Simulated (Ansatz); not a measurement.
# What BiAs (model cell, started as NiAs type) distorts into

Wanted: the energy along a soft mode of BiAs (model cell, started as NiAs type) and the structure at the end.

Method: DFT PBE, scalar-relativistic, plane waves, PAW, in Ansatz 0.2.0.

The structure was built from a prototype and need not be the compound's stable phase.

**1. Starting point**

The structure is hexagonal, space group P6_3/mmc (No. 194). Conventional cell: a = 4.177 Å, b = 4.177 Å, c = 7.414 Å, α = 90.00°, β = 90.00°, γ = 120.00°. Bi has 6 As at 3.04 Å nearest. Nearest to As lie 6 Bi at 3.04 Å. Farther neighbours are not listed.

**2. The dispersion**

The cell comes from relaxations at this level that are not shown. Stability and thermal properties need the whole zone. Linear response on a 2×2×2 q mesh gives force constants as far as a supercell of that size would.

Contents of input.yaml:

```yaml
crystal:
  lattice:
    - [4.1773176012, 0.0, 0.0]
    - [-2.0886588006, 3.6176631623, 0.0]
    - [0.0, 0.0, 7.4141078752]
  atoms:
    - { symbol: Bi, position: [0.0, 0.0, 0.0] }
    - { symbol: Bi, position: [0.0, 0.0, 0.5] }
    - { symbol: As, position: [0.3333333333, 0.6666666667, 0.25] }
    - { symbol: As, position: [0.6666666667, 0.3333333333, 0.75] }
kpoints:
  mp_grid: { grid: [12, 12, 6] }
hamiltonian:
  xc: pbe
scf:
  occupations: { method: methfessel_paxton, width: 0.2 }
output:
  eigenvalues: true
phonons:
  method: dfpt
  qmesh: [2, 2, 2]
  temperatures: { t_max: 1000, t_step: 50 }
  qpath:
    path:
      - [[0.0, 0.0, 0.0], [0.5, 0.0, 0.0], [0.33333333, 0.33333333, 0.0], [0.0, 0.0, 0.0], [0.0, 0.0, 0.5], [0.5, 0.0, 0.5], [0.33333333, 0.33333333, 0.5], [0.0, 0.0, 0.5]]
      - [[0.5, 0.0, 0.5], [0.5, 0.0, 0.0]]
      - [[0.33333333, 0.33333333, 0.5], [0.33333333, 0.33333333, 0.0]]
    npoints: 10
```

Started as:

```
$ ansatz run input.yaml --threads 4 --pin off --max-ram 7168MiB --backend cpu --events-out ev --progress --plain --runs-dir out
```

Numbers of over 12 decimals in the logs are rounded to 6 here.

The log of the run:

```text
Warning: phonons: the dynamical matrix that this run interpolates holds no multipole term above the dipole-dipole one, and a site of this crystal is no centre of inversion, so its interpolated transverse optical and acoustic branches and sound speeds can stay off near Gamma, and the density of states and the thermodynamics with them. What a run solves at a wave vector of phonons.qpoints, Gamma apart, where the deck admits one, is free of this, and under fd what a larger phonons.supercell samples
Engine: ansatz 0.2.0, aarch64-unknown-linux-gnu
Pseudopotentials: kind: paw
Pseudopotential: Bi, paw, valence charge 15, recommended cutoff 420 eV (normal), Bi.paw.azcp
Pseudopotential: As, paw, valence charge 15, recommended cutoff 420 eV (normal), As.paw.azcp
Functional definition: PBE
  parameter kappa = 0.804
  parameter beta = 0.066725
  exchange = pbe_x(kappa = kappa, mu = beta*pi^2/3)
  correlation = pbe_c(beta = beta)
Crystal: 4 atoms, lattice volume = 112.043 Å³
Basis set: ecut = 420 eV, 2143 PW (Γ), exchange–correlation on 60×60×100 points (8 copies of the dense FFT grid, shifted against one another)
Bands: 36, of which v1, the nominal top of the filled ones, is band 30 counted from 1 (29 counted from 0)
Symmetry: 24 space group operations
k-points: 76 of 864
Non-local potential: Bi, projectors of the file, l = 0: 2, l = 1: 2, l = 2: 2, l = 3: 2
Non-local potential: As, projectors of the file, l = 0: 2, l = 1: 2, l = 2: 3, l = 3: 1
PAW form: soft (Blöchl's): semilocal exchange-correlation on the pseudo side does not see the compensation charge
PAW one-centre angular grid: Bi, 590 points (default); XC on 64 Gauss nodes
PAW one-centre angular grid: As, 590 points (default); XC on 64 Gauss nodes
Initial density: superposition of atomic densities (neutral atoms: chi_scale 0, normalization atom), corrected by the library's trained network
Initial wavefunctions: pseudopotential atomic-orbital guess
Functional: x = pbe(κ = 0.804, μ = 0.219515), c = pbe(β = 0.066725)
SCF iter   1: F=—  HF=-34505.044584 eV  |F-HF|=—  |Δ(HF+E_count)|=         —  Δρ=1.12e-3  dr2=1.73e-3  ethr=1.77e-3  ⟨swp⟩=6.3  Hψ=10678  notcnv=0
preconditioner: auto → LDOS  [metal: Δε(μ)=0.018 eV  Ē_g=8.356 eV  σ=0.200 eV  W_gap=0.08  n_scr=34 (ndim 8)  ℏωp=15.7 eV  f_vac=0.011  D(μ)=1.78/eV (n_scr^D=4)  β→1.0]
SCF iter   2: F=—  HF=-34505.043757 eV  |F-HF|=—  |Δ(HF+E_count)|=   8.27e-4  S|Δr|=    0.00e0  Δρ=6.76e-4  dr2=4.54e-4  ethr=2.88e-6  ⟨swp⟩=2.2  Hψ=5645  notcnv=0
SCF iter   3: F=—  HF=-34505.043584 eV  |F-HF|=—  |Δ(HF+E_count)|=   1.73e-4  S|Δr|=    0.00e0  Δρ=1.08e-4  dr2=1.24e-5  ethr=7.56e-7  ⟨swp⟩=2.4  Hψ=4920  notcnv=0
SCF iter   4: F=—  HF=-34505.043577 eV  |F-HF|=—  |Δ(HF+E_count)|=   6.97e-6  S|Δr|=    0.00e0  Δρ=2.18e-5  dr2=8.75e-7  ethr=2.07e-8  ⟨swp⟩=2.0  Hψ=4951  notcnv=0
SCF iter   5: F=—  HF=-34505.043583 eV  |F-HF|=—  |Δ(HF+E_count)|=   5.19e-6  S|Δr|=    0.00e0  Δρ=7.93e-6  dr2=9.82e-8  ethr=1.46e-9  ⟨swp⟩=2.0  Hψ=4947  notcnv=0
SCF iter   6: F=—  HF=-34505.043583 eV  |F-HF|=—  |Δ(HF+E_count)|=   4.94e-8  S|Δr|=    0.00e0  Δρ=2.54e-6  dr2=6.57e-9  ethr=1.64e-10  ⟨swp⟩=2.0  Hψ=4948  notcnv=0
SCF iter   7: F=—  HF=-34505.043583 eV  |F-HF|=—  |Δ(HF+E_count)|=   3.79e-9  S|Δr|=    0.00e0  Δρ=4.76e-7  dr2=1.97e-10  ethr=1.09e-11  ⟨swp⟩=2.0  Hψ=4954  notcnv=0
SCF iter   8: F=-34505.043583 eV  HF=-34505.043583 eV  |F-HF|=7.28e-12  |Δ(HF+E_count)|=  7.28e-12  S|Δr|=    0.00e0  Δρ=5.34e-8  dr2=4.21e-12  ethr=1.00e-12  ⟨swp⟩=7.6  Hψ=15697  notcnv=0
SCF 1 converged in 8 iterations: F = -34505.043583 eV  dr2 = 4.21e-12
  greatest PAW one-centre occupation: 0.999 electrons in one spin orbital (limit 2), on the As atom at site 3 (counted from 0), in its partial waves of l = 2
Initial density: read from a saved state, or passed on in memory by an earlier SCF of this step, an earlier step, the calling program or the single point that the run made first
iter 1 solved again at ethr=1.11e-7 eV; its pass at ethr=3.10e-3 eV (dr2=6.68e-5 eV) is discarded
SCF iter   1: F=—  HF=-34505.043592 eV  |F-HF|=—  |Δ(HF+E_count)|=         —  Δρ=7.71e-7  dr2=4.03e-10  ethr=1.11e-7  ⟨swp⟩=3.2  Hψ=18175  notcnv=0
eigensolver tolerance schedule: the retry pair's looser diagonalisation over-reported the residual by 165623.72 of it (diagonalisation noise at an unbounded share of the residual, at the tolerance the schedule requests for it); recorded, not acted on — ethr = c·dr2/N_el stays at c = 1.0e-1
preconditioner: auto → LDOS  [metal: Δε(μ)=0.020 eV  Ē_g=8.356 eV  σ=0.200 eV  W_gap=0.08  n_scr=34 (ndim 8)  ℏωp=15.7 eV  f_vac=0.012  D(μ)=1.79/eV (n_scr^D=4)  β→1.0]
SCF iter   2: F=—  HF=-34505.043583 eV  |F-HF|=—  |Δ(HF+E_count)|=   9.41e-6  S|Δr|=    0.00e0  Δρ=1.19e-6  dr2=1.65e-9  ethr=1.00e-12  ⟨swp⟩=4.5  Hψ=8783  notcnv=0
SCF iter   3: F=—  HF=-34505.043583 eV  |F-HF|=—  |Δ(HF+E_count)|=   1.63e-9  S|Δr|=    0.00e0  Δρ=5.41e-7  dr2=2.04e-10  ethr=1.00e-12  ⟨swp⟩=2.0  Hψ=5021  notcnv=0
SCF iter   4: F=—  HF=-34505.043583 eV  |F-HF|=—  |Δ(HF+E_count)|=  1.38e-10  S|Δr|=    0.00e0  Δρ=3.09e-7  dr2=6.87e-11  ethr=1.00e-12  ⟨swp⟩=1.0  Hψ=2736  notcnv=0
SCF iter   5: F=—  HF=-34505.043583 eV  |F-HF|=—  |Δ(HF+E_count)|=  3.64e-11  S|Δr|=    0.00e0  Δρ=1.58e-7  dr2=1.76e-11  ethr=1.00e-12  ⟨swp⟩=1.0  Hψ=2736  notcnv=0
SCF iter   6: F=—  HF=-34505.043583 eV  |F-HF|=—  |Δ(HF+E_count)|=  1.46e-11  S|Δr|=    0.00e0  Δρ=1.15e-7  dr2=9.73e-12  ethr=1.00e-12  ⟨swp⟩=3.1  Hψ=7671  notcnv=0
SCF iter   7: F=-34505.043583 eV  HF=-34505.043583 eV  |F-HF|=7.28e-12  |Δ(HF+E_count)|=    0.00e0  S|Δr|=    0.00e0  Δρ=5.80e-8  dr2=2.38e-12  ethr=1.00e-12  ⟨swp⟩=2.0  Hψ=5329  notcnv=0
SCF 2 converged in 7 iterations: F = -34505.043583 eV  dr2 = 2.38e-12
phonons: the bands overlap, so this run is a metal and interpolates without the dipole-dipole term. If the crystal is really an insulator or semiconductor, its LO-TO splitting is missing
NSCF: frozen V_eff on 76 k-points
NSCF: frozen V_eff on 242 k-points
DFPT response loops at q = (0, 0, 0) (fractional): preconditioner auto → Kerker (q_TF=auto, 2.459 Å⁻¹) (partly filled bands, converged f_vac=0.012); β = 1.00, the filter's whole step (`scf.mixing.beta` (0.50) is not read by the response loops under this deck's `scf.mixing.preconditioner`; to damp them name `kerker` or `kerker_dos`, under which they read `scf.mixing.beta`, and type it under 1.00, their step now; both keys bind the ground state too); Broyden in place of MSR1
NSCF: frozen V_eff on 484 k-points
DFPT response loops at q = (0, 0, -0.5) (fractional): mixed as the last ones told, above
NSCF: frozen V_eff on 484 k-points
DFPT response loops at q = (0, -0.5, 0) (fractional): mixed as the last ones told, above
NSCF: frozen V_eff on 484 k-points
DFPT response loops at q = (0, -0.5, -0.5) (fractional): mixed as the last ones told, above
SCF converged after 8 iterations
Stability not checked: this state was not tested for a lower state beside it, because cold or Methfessel-Paxton smearing, or corrected tetrahedra, fill the levels in a way that the test cannot read (fill_not_monotonic; see scf.lower_state_search)
Free energy (F): -34505.043583 eV
Harris-Foulkes:  -34505.043583 eV  (|F-HF|=7.28e-12)
Internal energy: -34505.040586 eV  (E = F + TS)
E sigma→0 (E₀):  -34505.042833 eV
Entropy (-TS):   -0.002996 eV (-0.749 meV/atom)
Fermi energy:    10.095159 eV
--- Per-component energies (eV) ---
  E_band       = -674.208203
  E_kinetic    = 807.120202
  E_local      = -6490.644769  (includes V_loc(G=0)·N_el)
  E_nonlocal   = -220.099583
  E_hartree    = 2891.003301
  E_xc         = -460.966640
  E_vxc        = -446.646235  (∫ρ·V_xc dr)
  E_paw        = -24995.058689  (= ΣΔE_a)
  E_vpaw       = -105.943458  (= ΣTr[D̂ρ^β])
  E_aug_tail   = -0.000873  (compensation charges beyond the density's cutoff)
  E_ewald      = -6036.393534
  E_smearing   = -0.002996  (= −TS)
  E_closure    = 0.000000  (closes the sum)
  Σ components = -34505.043583   (vs F -34505.043583, Δ=0.00e0)
--- Band table (eV; the first three rows and the last of 76) ---
  k-point 0: bands = [... 26 lower, 8.6592, 9.7892, 9.7892, 9.7982, 10.7630, 11.5749, 11.5749, 12.5973, ... 2 higher]
  k-point 1: bands = [... 26 lower, 8.7182, 9.5443, 9.6860, 9.6860, 11.0896, 11.6436, 11.6436, 12.5148, ... 2 higher]
  k-point 2: bands = [... 26 lower, 8.8875, 9.1301, 9.4353, 9.4353, 11.7207, 11.8199, 11.8199, 12.3085, ... 2 higher]
  k-point 75: bands = [... 26 lower, 7.4656, 7.4656, 9.0113, 9.0113, 9.6561, 9.6561, 13.9091, 13.9091, ... 2 higher]
--- Phonons (Γ-DFPT): 4 representative perturbations + reference (Σ response iterations 12) ---
  ASR residual: 5.829e-5 → 0.000e0 eV/Å²; symmetrization residual: 1.760e-5 eV/Å²
  ASR residual per site (eV/Å²): 5.57e-5 5.57e-5 5.83e-5 5.83e-5
  Γ frequencies (cm⁻¹): -113.16 0.00 0.00 0.00 37.97 37.97 85.20 85.20 114.71 125.57 125.57 149.83
--- Phonons (arbitrary-q DFPT): 4 irreducible q on the 2×2×2 mesh ---
  q = [0.0000, 0.0000, 0.0000] (star 1, of the zone-centre solve; hermiticity 5.54e-6, symmetrization 1.74e-11): -113.16 -0.00 -0.00 0.00 37.97 37.97 85.20 85.20 114.71 125.57 125.57 149.83
  q = [0.0000, 0.0000, -0.5000] (star 1, 4 solved perturbations in 590 linear systems a pass and spin channel, the states on 242 of 864 k-point pairs; hermiticity 4.30e-6, symmetrization 5.17e-11): 35.70 35.70 35.70 35.70 79.96 79.96 117.25 117.25 117.25 117.25 135.87 135.87
  q = [0.0000, -0.5000, 0.0000] (star 3, 6 solved perturbations in 1242 linear systems a pass and spin channel, the states on 242 of 864 k-point pairs; hermiticity 6.63e-6, symmetrization 2.74e-13): -85.32 17.40 25.01 55.60 60.09 61.06 86.26 91.86 115.53 123.27 131.31 137.08
  q = [0.0000, -0.5000, -0.5000] (star 3, 6 solved perturbations in 1242 linear systems a pass and spin channel, the states on 242 of 864 k-point pairs; hermiticity 7.10e-6, symmetrization 1.97e-13): 45.29 45.29 50.62 50.62 70.07 70.07 112.17 112.17 113.69 113.69 130.31 130.31
  sum rule: each row above includes the acoustic sum rule's correction from the zone centre's row sums; it moved no ω² by more than (0.46 cm⁻¹)²
  mesh force constants: q→R imaginary residual 2.26e-17; ASR residual 5.829e-5 → 0.000e0 eV/Å²; symmetrization residual 4.441e-15 eV/Å²
  interpolated dispersion: 93 rows × 12 modes
  density of states and harmonic sums: on the 18×18×10 q-mesh, interpolated from the force constants of a 2×2×2 supercell (no non-analytic term)
  largest difference from the sums on the solved wave vectors: F 8.90e-2 eV, S 1.26e-4 and C_V 4.01e-5 eV/K
  zero-point energy: 0.059985 eV/cell   skipped modes (ω ≤ 0): 102, of them read as no rigid motion or as one in doubt: 99 (4.395e-1 modes/cell left out, lowest -113.16 cm⁻¹)   left out of the sums: 3.67e-2 of the cell's modes: C_V's classical limit lies that fraction below 3 k_B per atom; for a crystal, a wire or a layer, F and S can be off by more, and a phonons.interpolated_qmesh denser along its periods is the remedy for the sampling
```

It took 6.2 min on 4 threads of Arm Neoverse V2, shared host; peak memory 2.6 GiB; 24 min of CPU time.

This step gave:

```yaml
volume_per_atom: 28.01 Å³
gap_on_the_k_mesh: 0 eV
sum_rule_residual_before_enforcement: 5.83e-5 eV/Å²
lowest_frequency_on_the_path: -113.2 cm⁻¹
point_group: 6/mmm
highest_frequency_on_the_path_or_at_a_solved_wavevector: 159.4 cm⁻¹
highest_optical_mode_at_the_zone_centre_no_lo_to_term: 149.8 cm⁻¹
lowest_optical_zone_centre_mode: -113.2 cm⁻¹
lowest_mode_on_the_q_mesh_acoustic_modes_at_gamma_apart: -113.2 cm⁻¹
```

Frequencies (cm⁻¹) solved at each irreducible wavevector; negative means imaginary. Frequencies by wavevector, by row:

| q in reciprocal lattice units | star | mode 1 | mode 2 | mode 3 | mode 4 | mode 10 | mode 11 | mode 12 |
| --- | --- | --- | --- | --- | --- | --- | --- | --- |
| 0 0 0 | 1 | -113.2 | 0 | 0 | 0 | 125.6 | 125.6 | 149.8 |
| 0 0 -0.5 | 1 | 35.7 | 35.7 | 35.7 | 35.7 | 117.2 | 135.9 | 135.9 |
| 0 -0.5 0 | 3 | -85.3 | 17.4 | 25 | 55.6 | 123.3 | 131.3 | 137.1 |
| 0 -0.5 -0.5 | 3 | 45.3 | 45.3 | 50.6 | 50.6 | 113.7 | 130.3 | 130.3 |

Interpolated from a 2×2×2 q mesh, rough between the solved points. The phonon branches at the labelled points (cm⁻¹):

| point | branch 1 | branch 2 | branch 3 | branch 4 | branch 9 | branch 10 | branch 11 | branch 12 |
| --- | --- | --- | --- | --- | --- | --- | --- | --- |
| Γ | -113 | 0 | 0 | 0 | 115 | 126 | 126 | 150 |
| halfway | -69 | 23 | 35 | 51 | 112 | 112 | 113 | 123 |
| M | -85 | 17 | 25 | 56 | 116 | 123 | 131 | 137 |
| halfway | -63 | 40 | 42 | 56 | 114 | 117 | 122 | 130 |
| K | 35 | 35 | 39 | 62 | 114 | 116 | 116 | 121 |
| halfway | -54 | 25 | 28 | 55 | 107 | 108 | 114 | 121 |
| Γ | -113 | 0 | 0 | 0 | 115 | 126 | 126 | 150 |
| halfway | -37 | 24 | 24 | 38 | 99 | 125 | 125 | 159 |
| A | 36 | 36 | 36 | 36 | 117 | 117 | 136 | 136 |
| halfway | 41 | 41 | 52 | 52 | 120 | 120 | 127 | 127 |
| L | 45 | 45 | 51 | 51 | 114 | 114 | 130 | 130 |
| halfway | 48 | 48 | 51 | 51 | 118 | 118 | 128 | 128 |
| H | 45 | 45 | 54 | 54 | 123 | 123 | 124 | 124 |
| halfway | 44 | 44 | 52 | 52 | 121 | 121 | 125 | 125 |
| A | 36 | 36 | 36 | 36 | 117 | 117 | 136 | 136 |
| jump to L | 45 | 45 | 51 | 51 | 114 | 114 | 130 | 130 |
| halfway | -17 | 29 | 42 | 54 | 119 | 121 | 136 | 136 |
| M | -85 | 17 | 25 | 56 | 116 | 123 | 131 | 137 |
| jump to H | 45 | 45 | 54 | 54 | 123 | 123 | 124 | 124 |
| halfway | 38 | 54 | 54 | 56 | 118 | 119 | 119 | 123 |
| K | 35 | 35 | 39 | 62 | 114 | 116 | 116 | 121 |

Symmetry leaves 4 wavevectors to solve. The lowest mode among them, the acoustic zeros apart, lies at Γ and is imaginary, 113.2i cm⁻¹, so the energy falls along it.

**3. The mode frozen in, largest atomic shift 0 Å**

The mode followed lies at q = (0, -0.5, 0) with frequency 85.3i cm⁻¹, one of the unstable modes though not the softest. At small amplitude the distorted cell has space group no. 62 by a symmetry search on the positions. The undistorted cell that holds it gives the zero of energy on the same k mesh.

System of this step: BiAs (model cell, started as NiAs type). It takes space group P6_3/mmc (No. 194, hexagonal). The conventional cell has a = 4.177 Å, b = 4.177 Å, c = 7.414 Å, α = 90.00°, β = 90.00°, γ = 120.00°. Nearest to Bi lie 6 As at 3.04 Å. Nearest to As lie 6 Bi at 3.04 Å. Farther neighbours are not listed.

Contents of input.yaml:

```yaml
crystal:
  lattice:
    - [4.1773176012, 0.0, 0.0]
    - [0.0, 7.2353263246, 0.0]
    - [0.0, 0.0, 7.4141078752]
  atoms:
    - { symbol: Bi, position: [0.0, 0.0, 0.0] }
    - { symbol: Bi, position: [0.5, 0.5, 0.0] }
    - { symbol: Bi, position: [0.0, 0.0, 0.5] }
    - { symbol: Bi, position: [0.5, 0.5, 0.5] }
    - { symbol: As, position: [0.0, 0.3333333333, 0.25] }
    - { symbol: As, position: [0.5, 0.8333333333, 0.25] }
    - { symbol: As, position: [0.5, 0.1666666667, 0.75] }
    - { symbol: As, position: [1.0, 0.6666666667, 0.75] }
kpoints:
  mp_grid: { grid: [8, 6, 6] }
hamiltonian:
  xc: pbe
scf:
  occupations: { method: methfessel_paxton, width: 0.2 }
output:
  forces: true
  stress: true
  eigenvalues: true
```

The log of the run:

```text
[...]
Crystal: 8 atoms, lattice volume = 224.086 Å³
Basis set: ecut = 420 eV, 4341 PW (Γ), exchange–correlation on 60×100×100 points (8 copies of the dense FFT grid, shifted against one another)
Bands: 72, of which v1, the nominal top of the filled ones, is band 60 counted from 1 (59 counted from 0)
Symmetry: 16 space group operations
[...]
k-points: 80 of 288
[...]
k-point 0: bands = [... 56 lower, 9.5539, 9.7574, 9.7932, 9.7935, 9.7998, 10.2805, 10.7630, 11.5254, ... 8 higher]
  k-point 1: bands = [... 56 lower, 9.0331, 9.5456, 9.6895, 9.6898, 10.6687, 10.9384, 11.0900, 11.4811, ... 8 higher]
  k-point 2: bands = [... 56 lower, 8.8896, 9.1311, 9.4380, 9.4383, 11.6382, 11.7198, 11.7212, 11.8186, ... 8 higher]
  k-point 79: bands = [... 56 lower, 7.7828, 7.7828, 7.7828, 7.7828, 12.0264, 12.0264, 12.0264, 12.0264, ... 8 higher]
[key lines of the parts left out:]
SCF converged after 8 iterations
Free energy (F): -69010.086365 eV
Fermi energy:    10.110887 eV
P = ⅓ Tr σ = 0.0206 GPa (0.206 kbar)
```

Run time: 14 s. Hardware: 4 threads; peak memory 1.2 GiB; 54 s of CPU time.

This step gave:

```
pressure                         : 0.02058 GPa
energy from the undistorted cell : 0 meV/atom
```

The run ends at a pressure of 0.02 GPa, with forces up to 0.0065 eV/Å.

**4. The mode frozen in, largest atomic shift 0.14 Å**

The atoms are moved along the unstable eigenvector, the largest shift by 0.14 Å, with the cell fixed.

Contents of input.yaml:

```yaml
crystal:
  lattice:
    - [4.1773176012, 0.0, 0.0]
    - [0.0, 7.2353263246, 0.0]
    - [0.0, 0.0, 7.4141078752]
  atoms:
    - { symbol: Bi, position: [0.0, -0.0056018114, 0.0034900074] }
    - { symbol: Bi, position: [0.5, 0.5056018114, -0.0034900074] }
    - { symbol: Bi, position: [0.0, 0.0056018114, 0.5034900074] }
    - { symbol: Bi, position: [0.5, 0.4943981886, 0.4965099926] }
    - { symbol: As, position: [0.0, 0.3333333333, 0.2688829192] }
    - { symbol: As, position: [0.5, 0.8333333333, 0.2311170808] }
    - { symbol: As, position: [0.5, 0.1666666667, 0.7311170808] }
    - { symbol: As, position: [1.0, 0.6666666667, 0.7688829192] }
kpoints:
  mp_grid: { grid: [8, 6, 6] }
hamiltonian:
  xc: pbe
scf:
  occupations: { method: methfessel_paxton, width: 0.2 }
output:
  forces: true
  stress: true
  eigenvalues: true
  write_density: true
  write_potential: true
  elf: true
  volumetric_format: npy
```

The log of the run:

```text
[...]
Crystal: 8 atoms, lattice volume = 224.086 Å³
Basis set: ecut = 420 eV, 4341 PW (Γ), exchange–correlation on 60×100×100 points (8 copies of the dense FFT grid, shifted against one another)
Bands: 72, of which v1, the nominal top of the filled ones, is band 60 counted from 1 (59 counted from 0)
Symmetry: 8 space group operations
[...]
k-points: 80 of 288
[...]
k-point 0: bands = [... 56 lower, 9.4411, 9.4732, 9.6475, 9.7359, 10.0280, 10.7685, 10.8035, 11.5334, ... 8 higher]
  k-point 1: bands = [... 56 lower, 8.9974, 9.5316, 9.6238, 9.6572, 10.5828, 11.1486, 11.2216, 11.4523, ... 8 higher]
  k-point 2: bands = [... 56 lower, 8.9127, 9.2008, 9.3496, 9.4555, 11.4621, 11.5201, 11.8385, 11.8790, ... 8 higher]
  k-point 79: bands = [... 56 lower, 7.7754, 7.7754, 7.7754, 7.7754, 12.0644, 12.0644, 12.0644, 12.0644, ... 8 higher]
[key lines of the parts left out:]
SCF converged after 6 iterations
Free energy (F): -69010.143438 eV
Fermi energy:    10.163152 eV
P = ⅓ Tr σ = 0.8649 GPa (8.649 kbar)
```

Run time: 18 s. Hardware: 4 threads; peak memory 1.2 GiB.

Numbers from this step:

```yaml
pressure: 0.8649 GPa
energy_from_the_undistorted_cell: -7.246 meV/atom
```

The energy, extrapolated to zero smearing, is -7.25 meV/atom against the undistorted cell.

The run ends at a pressure of 0.86 GPa, with forces up to 0.11 eV/Å.

**5. Energy along the mode, all amplitudes (two of the runs are shown above)**

An imaginary frequency means negative curvature, so the energy should fall and then rise again as anharmonic terms take over.

This step gave:

```yaml
depth_at_the_lowest_point_sampled: 7.246 meV/atom
largest_atomic_shift_at_that_point: 0.14 Å
```

Energy from the parent against largest atomic shift:

| largest atomic shift (Å) | energy from the parent (meV/atom) |
| --- | --- |
| 0.000 | 0 |
| 0.040 | -0.982 |
| 0.080 | -3.37 |
| 0.140 | -7.25 |
| 0.220 | -6.84 |
| 0.320 | 18.1 |

Displacement at unit largest shift by atom:

| atom | x (Å) | y (Å) | z (Å) | size |
| --- | --- | --- | --- | --- |
| Bi1 | 0.00 | -0.29 | 0.18 | 0.34 |
| Bi2 | 0.00 | 0.29 | -0.18 | 0.34 |
| Bi3 | 0.00 | 0.29 | 0.18 | 0.34 |
| Bi4 | 0.00 | -0.29 | -0.18 | 0.34 |
| As5 | 0.00 | 0.00 | 1.00 | 1.00 |
| As6 | 0.00 | 0.00 | -1.00 | 1.00 |
| As7 | 0.00 | 0.00 | -1.00 | 1.00 |
| As8 | 0.00 | 0.00 | 1.00 | 1.00 |

The lowest of the steps tried is at 0.14 Å, 7.25 meV/atom below the parent; the bottom of the well need not coincide with a step.

(Continued in part 2 of 3.)

[Logs are printed without paths, hosts, clocks, repeated set-up lines and the standing remarks that a program may print on its own settings, such as how far it seeks lower states.]

[Hosts, paths, dates, database ids (printed as entryN), source tags and the programs' standing remarks are cut or masked in the printed files.]
